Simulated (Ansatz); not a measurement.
# Zr (P6_3/mmc, 2 atoms in the cell): modes against uniaxial strain along c, part 2 of 2

Aim: how do the optical modes of Zr (P6_3/mmc, 2 atoms in the cell) shift and split under this strain?

Ansatz 0.2.0; DFT PBEsol, scalar-relativistic, plane waves, PAW; PAW set soft_1.

So far, highest optical mode at the zone centre (no LO-TO term) (cm⁻¹): step 4 (modes at rest) 163.

### 5. Relaxation of a member: uniaxial strain of +4 % along c

The cell takes a uniaxial strain of +4 % along c. The strained length and the angles are held, while the rest of the cell and the atoms relax.

Contents of input.yaml:

```yaml
crystal:
  lattice:
    - [3.1499249789, 0.0, 0.0]
    - [-1.5749624894, 2.7279150517, 0.0]
    - [0.0, 0.0, 5.322606786]
  atoms:
    - { symbol: Zr, position: [0.33333333, 0.66666667, 0.25] }
    - { symbol: Zr, position: [0.66666667, 0.33333333, 0.75] }
kpoints:
  mp_grid: { grid: [15, 15, 8] }
hamiltonian:
  xc: pbesol
  pseudopotentials: { kind: paw, azcp: { folder: soft_1 }, xc_functional: pbe }
scf:
  occupations: { method: methfessel_paxton, width: 0.2 }
output:
  forces: true
  stress: true
  eigenvalues: true
relax:
  adjacent_minimum: "off"
  f_tol: 0.001
  max_steps: 60
  cell: { stress_tol: 0.01, fix: [c, angles] }
```

On the command line:

```console
$ ansatz run input.yaml --threads 4 --pin off --max-ram 10240MiB --backend cpu --events-out ev --progress --plain --runs-dir out
```

Numbers of over 12 decimals in the logs are rounded to 6 here.

Log:

```text
[...]
k-point 319: bands = [... 8 lower, 11.2991, 11.2991, 12.9856, 12.9856, 16.0121, 16.0121, 16.7627, 16.7627]
--- Relaxed structure (3 steps of the walk, 3 accepted, 1 SCFs on fresh bases) ---
[...]
cell:  # Å, volume = 45.3954 Å³
    - [3.138185, -2.8759923412832334e-11, 0]
    - [-1.569093, 2.717748, 0]
    - [0, 0, 5.322606786]
  atoms:
    - { symbol: Zr, position: [0.333333, 0.666667, 0.250000] }
    - { symbol: Zr, position: [0.666667, 0.333333, 0.750000] }
[key lines of the parts left out:]
SCF converged after 5 iterations
Free energy (F): -8257.291374 eV
Fermi energy:    14.234538 eV
P = ⅓ Tr σ = -1.3819 GPa (-13.819 kbar)
```

Wall time 15 s (4 threads of Arm Neoverse V1, shared host); peak memory 0.51 GiB; 45 s of CPU time.

Step by step:

| step | energy less that of the first step (eV) | largest force component (eV/Å) | pressure (GPa) | volume (Å³) |
| --- | --- | --- | --- | --- |
| 1 | 0.0000 | 0.0000 | -2.04 | 45.74 |
| 2 | -0.0005 | 0.0000 | -0.99 | 45.20 |
| 3 | -0.0008 | 0.0000 | -1.38 | 45.40 |
| 4* | -0.0008 | 0.0000 | -1.38 | 45.40 |

Relaxation steps marked * repeat the geometry before them on a plane-wave basis chosen anew for their cell, so energy and pressure can jump there.

| conventional cell, symmetrised | before | after | change |
| --- | --- | --- | --- |
| a (Å) | 3.150 | 3.138 | -0.4 % |
| b (Å) | 3.150 | 3.138 | -0.4 % |
| c (Å) | 5.323 | 5.323 | -0.0 % |
| volume (Å³/atom) | 22.87 | 22.70 | -0.7 % |

Final coordinates:

```
Zr
1.0
     3.13819    0.00000    0.00000
    -1.56909    2.71775    0.00000
     0.00000    0.00000    5.32261
Zr
2
Direct
  0.33333 0.66667 0.25000
  0.66667 0.33333 0.75000
```

This step gave:

| Item | Value |
| --- | --- |
| pressure | -1.382 GPa |
| volume per atom | 22.70 Å³ |

The largest force component left is 1.3e-4 meV/Å.

### 6. Modes of this member: uniaxial strain of +4 % along c

The zone-centre modes follow for uniaxial strain of +4 % along c.

input.yaml, the sections that differ from step 5:

```yaml
crystal:
  lattice:
    - [3.1381852686, 0.0, 0.0]
    - [-1.5690926343, 2.7177481644, 0.0]
    - [0.0, 0.0, 5.322606786]
  atoms:
    - { symbol: Zr, position: [0.3333333126, 0.6666666874, 0.25] }
    - { symbol: Zr, position: [0.6666666874, 0.3333333126, 0.75] }
output:
  eigenvalues: true
phonons:
  method: dfpt
# kpoints, hamiltonian, scf: as in step 5
# relax: removed
```

Log:

```text
[...]
Crystal: 2 atoms, lattice volume = 45.395 Å³
Basis set: ecut = 420 eV, 881 PW (Γ), exchange–correlation on 48×48×72 points (8 copies of the dense FFT grid, shifted against one another)
Bands: 16, of which v1, the nominal top of the filled ones, is band 12 counted from 1 (11 counted from 0)
Symmetry: 24 space group operations
k-points: 320 of 1800 (irreducible under 4 space group operations, time reversal used)
[...]
SCF iter   1: F=—  HF=-8257.481228 eV  |F-HF|=—  |Δ(HF+E_count)|=         —  Δρ=2.95e-2  dr2=4.99e-1  ethr=3.10e-3  ⟨swp⟩=5.1  Hψ=47487  notcnv=0
[...]
SCF iter   9: F=-8257.291374 eV  HF=-8257.291374 eV  |F-HF|=1.82e-12  |Δ(HF+E_count)|=  1.82e-12  S|Δr|=    0.00e0  Δρ=2.66e-8  dr2=9.94e-14  ethr=1.00e-12  ⟨swp⟩=9.7  Hψ=26583  notcnv=0
SCF 1 converged in 9 iterations: F = -8257.291374 eV  dr2 = 9.94e-14
[...]
SCF converged after 9 iterations
[...]
Free energy (F): -8257.291374 eV
[...]
Internal energy: -8257.294315 eV  (E = F + TS)
E sigma→0 (E₀):  -8257.292109 eV
Entropy (-TS):   0.002942 eV (1.471 meV/atom)
Fermi energy:    14.234538 eV
[...]
--- Band table (eV; the first three rows and the last of 320) ---
  k-point 0: bands = [... 8 lower, 8.5494, 11.1145, 14.7371, 15.0514, 15.2225, 15.2225, 15.7984, 15.7984, ... 4 higher]
  k-point 1: bands = [... 8 lower, 8.6725, 11.0919, 14.6569, 14.8432, 15.1898, 15.1898, 15.7311, 15.7311, ... 4 higher]
  k-point 2: bands = [... 8 lower, 9.0248, 10.9793, 14.4011, 14.4471, 15.1397, 15.1397, 15.5652, 15.5652, ... 4 higher]
  k-point 319: bands = [... 8 lower, 11.9505, 11.9505, 13.5557, 13.5557, 14.3485, 14.3485, 16.1428, 16.1428, ... 4 higher]
[...]
ASR residual: 2.035e-5 → 0.000e0 eV/Å²; symmetrization residual: 1.137e-13 eV/Å²
  ASR residual per site (eV/Å²): 2.04e-5 2.04e-5
  Γ frequencies (cm⁻¹): 0.00 0.00 0.00 62.41 62.41 158.73
[...]
```

The job ended after 22 s (4 threads; peak memory 0.95 GiB).

Numbers from this step:

* sum-rule residual before enforcement: 2.04e-5 eV/Å²
* highest optical mode at the zone centre (no LO-TO term): 158.7 cm⁻¹
* lowest optical zone-centre mode: 62.41 cm⁻¹

Patterns of degenerate modes are one choice out of their space. Modes at Γ:

| mode | frequency (cm⁻¹) | symmetry |
| --- | --- | --- |
| 1 | 0.0 | acoustic |
| 2 | 0.0 | acoustic |
| 3 | 0.0 | acoustic |
| 4 | 62.4 | E2g |
| 5 | 62.4 | E2g |
| 6 | 158.7 | B1g |

The lowest optical mode is real, 62.4 cm⁻¹, and the highest lies at 158.7 cm⁻¹.

For the highest optical mode at the zone centre (no LO-TO term), step 4 gave 163 cm⁻¹; this run, with strain 4 %, gives 159 cm⁻¹ (-3 %).

### 7. A member of the series: uniaxial strain of -4 % along c

The cell takes a uniaxial strain of -4 % along c. The strained length and the angles are held, while the rest of the cell and the atoms relax.

input.yaml, the sections that differ from step 6:

```yaml
crystal:
  lattice:
    - [3.2163701612, 0.0, 0.0]
    - [-1.6081850806, 2.7854582676, 0.0]
    - [0.0, 0.0, 4.9131754948]
  atoms:
    - { symbol: Zr, position: [0.3333335812, 0.6666664188, 0.25] }
    - { symbol: Zr, position: [0.6666664188, 0.3333335812, 0.75] }
output:
  forces: true
  stress: true
  eigenvalues: true
relax:
  adjacent_minimum: "off"
  f_tol: 0.001
  max_steps: 60
  cell: { stress_tol: 0.01, fix: [c, angles] }
# kpoints, hamiltonian, scf: as in step 6
# phonons: removed
```

Log:

```text
[...]
k-point 319: bands = [... 8 lower, 11.6654, 11.6654, 13.6482, 13.6482, 16.3965, 16.3965, 16.7700, 16.7700]
--- Relaxed structure (3 steps of the walk, 3 accepted, 1 SCFs on fresh bases) ---
[...]
cell:  # Å, volume = 44.3268 Å³
    - [3.227653, 1.125026442301563e-18, 0]
    - [-1.613826, 2.795229, 0]
    - [0, 0, 4.9131754948]
  atoms:
    - { symbol: Zr, position: [0.333334, 0.666666, 0.250000] }
    - { symbol: Zr, position: [0.666666, 0.333334, 0.750000] }
[key lines of the parts left out:]
SCF converged after 5 iterations
Free energy (F): -8257.284835 eV
Fermi energy:    14.695335 eV
P = ⅓ Tr σ = 1.8357 GPa (18.357 kbar)
```

Wall time 11 s (4 threads); peak memory 0.5 GiB.

The steps of the relaxation:

| step | energy less that of the first step (eV) | largest force component (eV/Å) | pressure (GPa) | volume (Å³) |
| --- | --- | --- | --- | --- |
| 1 | 0.0000 | 0.0000 | 2.55 | 44.02 |
| 2 | 0.0000 | 0.0000 | 1.17 | 44.62 |
| 3 | -0.0007 | 0.0000 | 1.84 | 44.33 |
| 4* | -0.0007 | 0.0000 | 1.84 | 44.33 |

Relaxation steps marked * repeat the geometry before them on a plane-wave basis chosen anew for their cell, so energy and pressure can jump there.

| conventional cell, symmetrised | before | after | change |
| --- | --- | --- | --- |
| a (Å) | 3.216 | 3.228 | +0.4 % |
| b (Å) | 3.216 | 3.228 | +0.4 % |
| c (Å) | 4.913 | 4.913 | +0.0 % |
| volume (Å³/atom) | 22.01 | 22.16 | +0.7 % |

Final coordinates:

```xyz
2
Lattice="3.2277 0.0000 0.0000 -1.6138 2.7952 0.0000 0.0000 0.0000 4.9132" Properties=species:S:1:pos:R:3 pbc="T T T"
Zr    0.0000    1.8635    1.2283
Zr    1.6138    0.9317    3.6849
```

This step gave:

- pressure: 1.836 GPa
- volume per atom: 22.16 Å³

The largest force component left is 0.0028 meV/Å.

### 8. Zone-centre modes of the member: uniaxial strain of -4 % along c

The zone-centre modes follow for uniaxial strain of -4 % along c.

input.yaml, the sections that differ from step 7:

```yaml
crystal:
  lattice:
    - [3.2276527677, 0.0, 0.0]
    - [-1.6138263838, 2.7952292914, 0.0]
    - [0.0, 0.0, 4.9131754948]
  atoms:
    - { symbol: Zr, position: [0.3333337014, 0.6666662986, 0.25] }
    - { symbol: Zr, position: [0.6666662986, 0.3333337014, 0.75] }
output:
  eigenvalues: true
phonons:
  method: dfpt
# kpoints, hamiltonian, scf: as in step 7
# relax: removed
```

Log:

```text
[...]
Crystal: 2 atoms, lattice volume = 44.327 Å³
Basis set: ecut = 420 eV, 881 PW (Γ), exchange–correlation on 48×48×72 points (8 copies of the dense FFT grid, shifted against one another)
Bands: 16, of which v1, the nominal top of the filled ones, is band 12 counted from 1 (11 counted from 0)
Symmetry: 24 space group operations
[...]
k-point 2: bands = [... 8 lower, 9.4853, 11.4899, 15.1448, 15.1448, 15.4836, 15.6284, 15.8173, 15.8173, ... 4 higher]
  k-point 319: bands = [... 8 lower, 12.2884, 12.2884, 14.0171, 14.0171, 14.6745, 14.6745, 16.5182, 16.5182, ... 4 higher]
[...]
ASR residual: 1.937e-5 → 0.000e0 eV/Å²; symmetrization residual: 3.263e-10 eV/Å²
  ASR residual per site (eV/Å²): 1.94e-5 1.94e-5
  Γ frequencies (cm⁻¹): 0.00 0.00 0.00 68.87 68.87 188.83
[...]
[key lines of the parts left out:]
SCF converged after 8 iterations
Free energy (F): -8257.284835 eV
Fermi energy:    14.695335 eV
```

Run time: 18 s. Hardware: 4 threads; peak memory 0.94 GiB; 66 s of CPU time.

This step gave:

| Quantity | Value |
| --- | --- |
| sum-rule residual before enforcement | 1.94e-5 eV/Å² |
| highest optical mode at the zone centre (no LO-TO term) | 188.8 cm⁻¹ |
| lowest optical zone-centre mode | 68.87 cm⁻¹ |

Patterns of degenerate modes are one choice out of their space. Modes at Γ:

| mode | frequency (cm⁻¹) | symmetry |
| --- | --- | --- |
| 1 | 0.0 | acoustic |
| 2 | 0.0 | acoustic |
| 3 | 0.0 | acoustic |
| 4 | 68.9 | E2g |
| 5 | 68.9 | E2g |
| 6 | 188.8 | B1g |

The lowest optical mode is real, 68.9 cm⁻¹, and the highest lies at 188.8 cm⁻¹.

For the highest optical mode at the zone centre (no LO-TO term), step 4 gave 163 cm⁻¹; this run, with strain -4 %, gives 189 cm⁻¹ (+16 %).

### 9. The series together

The members are set side by side, also those not shown above.

Stress is positive in compression; energies are extrapolated to zero smearing, and E0 is that at rest; the edges not held and the atoms are relaxed in each cell; all runs use 15×15×8 k points and Methfessel-Paxton smearing of 0.2 eV. State of the crystal along the series:

| strain (%) | stress along the axis (GPa) | free strain along a (%) | free strain along b (%) | E - E0 (meV/atom) |
| --- | --- | --- | --- | --- |
| -4 | 5.521 | 1.381 | 1.381 | 15.62 |
| -3 | 4.107 | 1.026 | 1.026 | 8.694 |
| -2 | 2.689 | 0.6822 | 0.6822 | 3.822 |
| -1 | 1.31 | 0.3419 | 0.3419 | 0.9483 |
| 0 | 3.31e-4 | 0 | 0 | 0 |
| 1 | -1.214 | -0.3445 | -0.3445 | 0.8518 |
| 2 | -2.307 | -0.6985 | -0.6985 | 3.306 |
| 3 | -3.278 | -1.061 | -1.061 | 7.133 |
| 4 | -4.141 | -1.429 | -1.429 | 12.14 |

Optical modes are counted from below at rest and tracked from member to member by their patterns, and modes that stay within 0.3 cm⁻¹ of each other stand once; labels, where given, are those at rest; the edges not held and the atoms are relaxed in each cell; all runs use 15×15×8 k points and Methfessel-Paxton smearing of 0.2 eV. Optical modes along the series:

| strain (%) | optical mode 1 E2g (cm⁻¹) | optical mode 2 B1g (cm⁻¹) |
| --- | --- | --- |
| -4 | 68.87 | 188.8 |
| -3 | 66.93 | 180.8 |
| -2 | 65.23 | 173.5 |
| -1 | 64 | 167.6 |
| 0 | 63.26 | 163.2 |
| 1 | 62.87 | 160.7 |
| 2 | 62.65 | 159.7 |
| 3 | 62.52 | 159.4 |
| 4 | 62.41 | 158.7 |

Value and slope at zero strain of a cubic (a lower polynomial where under five rows exist) through the rows within 2 % of rest. Slopes at rest:

| mode | frequency (cm⁻¹) | shift per percent of strain (cm⁻¹) | shift per GPa of compressive stress (cm⁻¹) |
| --- | --- | --- | --- |
| optical mode 1 E2g | 63.3 | -0.54 | 0.43 |
| optical mode 2 B1g | 163.2 | -3.45 | 2.72 |

### 10. Summary of results

- members: 9
- highest optical mode at the zone centre (no LO-TO term), at rest: 163.2 cm⁻¹
- Young’s modulus along c: 127 GPa
- optical mode 1 E2g, shift per percent: -0.54 cm⁻¹
- optical mode 2 B1g, shift per percent: -3.45 cm⁻¹

The stress changes by 1.27 GPa for each percent, a Young’s modulus of 127 GPa along c. For each percent the free edge responds with -0.34 %. Within 2 % of rest optical mode 1 E2g and optical mode 2 B1g bend away from a straight line, so a single slope holds only near rest. These are harmonic frequencies at zero temperature: anharmonic shifts, linewidths and thermal expansion are left out. With no gap, or one that is small against the smearing, the frequencies hang on the k mesh and the smearing, most of all near Kohn anomalies. The PAW files were made for PBE; the program adapts parts of them to the functional of the run, but their partial waves stay those of PBE, an approximation that was not tested in this session. Only the zone centre was solved, so an instability at another wavevector cannot show here.

[Logs are printed without paths, hosts, clocks, repeated set-up lines and the standing remarks that a program may print on its own settings, such as how far it seeks lower states.]

[Hosts, paths, dates, database ids (printed as entryN), source tags and the programs' standing remarks are cut or masked in the printed files.]
